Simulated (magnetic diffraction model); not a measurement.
## Moment size from magnetic intensity in Tm₂LuCu₄Sn₄

Space group Immm (no. 71), a = 4.4270 Å, b = 6.8010 Å, c = 14.4420 Å.

| site | atom | x | y | z |
| --- | --- | --- | --- | --- |
| 2a | Lu | 0 | 0 | 0 |
| 4j | Tm | 1/2 | 0 | 0.6318 |
| 4h | Sn | 1/2 | 0.7055 | 0 |
| 4i | Sn | 0 | 0 | 0.7851 |
| 8l | Cu | 0 | 0.6869 | 0.6729 |

The compound is invented for this exercise: a known structure type with other elements, its cell scaled to their sizes and not relaxed.

Only Tm is taken to order (form factors of Tm3+); orders and moment sizes are assumed, and not adapted to the symmetry. Radiation: neutrons of λ = 1.909 Å, 3° to 55°; isotropic B of 0.21 Å² (Lu), 0.29 Å² (Tm), 0.33 Å² (Sn) and 0.28 Å² (Cu). The intensities are simulated: I ∝ L Σ (|F_N|² + |F_M⊥|²) for unpolarised neutrons, with F_M = 2.695 fm/μB × Σ f(s) S exp(2πi Q·r) exp(−B s²) at Q = H ± k (one set where k and −k are equivalent), only the part normal to Q counting and L = 1/(sin²θ cos θ). For collinear order S is the moment m, which repeats by lattice and centring translations R with the sign exp(−2πi k·R). Form factors are spin-only for 3d ions and dipole or tabulated for f ions, scattering lengths are Sears's of 1992, and absorption is left out. A label names one of the reflections at its angle. The strongest nuclear line in the range is 100, and lines under 0.2 are left out.

In a first state the assumed order is k = (1/2 1/2 1), collinear moments along [001], 5.5 μB on Tm; signs + at (1/2, 0, 0.6318), + at (0, 1/2, 0.8682), with this pattern:

| 2θ (°) | index | nuclear | magnetic |
| --- | --- | --- | --- |
| 15.19 | (0 0 2) | 11.7 | 0.0 |
| 16.63 | (1/2 1/2 1) | 0.0 | 66.8 |
| 17.85 | (0 1 1) | 1.0 | 0.0 |
| 21.26 | (1/2 -1/2 2) | 0.0 | 45.3 |
| 26.07 | (1 0 1) | 4.1 | 0.0 |
| 27.34 | (1/2 1/2 3) | 0.0 | 6.1 |
| 28.12 | (0 1 3) | 1.4 | 0.0 |
| 28.43 | (1/2 -3/2 1) | 0.0 | 25.6 |
| 29.82 | (1 1 0) | 0.5 | 0.0 |
| 31.44 | (1/2 3/2 2) | 0.0 | 31.0 |
| 33.62 | (1 1 2) | 5.1 | 0.0 |
| 34.06 | (1 0 3) | 2.0 | 0.0 |
| 35.95 | (1/2 -3/2 3) | 0.0 | 6.7 |
| 36.15 | (0 2 2) | 0.5 | 0.0 |
| 39.45 | (3/2 -1/2 1) | 0.0 | 13.0 |
| 41.54 | (1/2 1/2 5) | 0.0 | 2.1 |
(The table stops after 16 lines; 24 more lie at higher angle.)

**Question.** Nearer the ordering temperature the line at 16.63° has total intensity 16.7 on the same scale, and all moments have shrunk alike. How large is the Tm moment?

The nuclear part, 0.0, stays, so the magnetic part is 16.7 against 66.8. It goes as m², so m = 5.5 × √(16.7/66.8) = 2.75 μB; the value used was 2.75 μB.
